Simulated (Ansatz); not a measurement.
Two G0W0 runs on PtSe2/PtSe2 (aligned bilayer).

The cell holds 6 atoms: 2 Pt and 4 Se. Cell: a = 3.740 Å, b = 3.740 Å, c = 39.500 Å, α = 90.0°, β = 90.0°, γ = 120.0°. It derives from Pt1Se2. Regions: layer 1 (PtSe2), 3 atoms (1 Pt and 2 Se); layer 2 (PtSe2), 3 atoms (1 Pt and 2 Se). Vacuum lies along c.

```xyz
6
Lattice="3.7400 0.0000 0.0000 -1.8700 3.2389 0.0000 0.0000 0.0000 39.5000" Properties=species:S:1:pos:R:3
Pt    0.0000    0.0000   16.9888
Se    0.0000    2.1593   18.2899
Se    1.8700    1.0796   15.6791
Pt    0.0000    2.1593   22.5112
Se    1.8700    1.0796   23.8209
Se    0.0000    0.0000   21.2101
```

The structure was relaxed with PBE-D3(BJ) (ions only). The runs that relaxed it are not among those shown. Spin-orbit coupling is left out unless a run names it.

The first (Ansatz 0.2.0; start PBE, 6×6×1 mesh, 274 empty bands, screening to 52 eV, PAW set soft_1 files; 1 × NVIDIA GB200 (shared by 2 runs) with 32 threads of Arm Neoverse V2, shared host) gave, on its mesh: starting gap 0.94 eV, G0W0 gap 1.45 eV, mean of 1 + 4πα/V (set by the cell height) 4.69, 7.8 s.

**Question.** The second changes empty bands from 274 to 112 and screening cutoff (eV) from 52.0 to 29. What does it give?

It gave: starting gap 0.94 eV, G0W0 gap 1.37 eV, mean of 1 + 4πα/V (set by the cell height) 4.81, 5 s. The G0W0 gap moves by −0.08 eV, +0.00 eV from the start and −0.08 eV from the correction. Σc changes by +0.26 eV at the valence top and +0.19 eV at the conduction bottom, and Σx − Vxc between them by −0.0001 eV.

Limits: not at the basis limit; coarse mesh for a sheet; no spin polarisation; d states lean on the start; no spin-orbit coupling.

[Paths, hosts, dates, memory and timing lines, banners, echoed tables and standing remarks are left out of the program output.]

[Logs are printed without paths, hosts, clocks, repeated set-up lines and the standing remarks that a program may print on its own settings, such as how far it seeks lower states.]

[Runs of the session that timed out or met a known fault of the program may be left out.]

[Cells called generated may have been cut or substituted from an entry of the Crystallography Open Database or the Materials Project.]

[Hosts, paths, dates, database ids (printed as entryN), source tags and the programs' standing remarks are cut or masked in the printed files.]
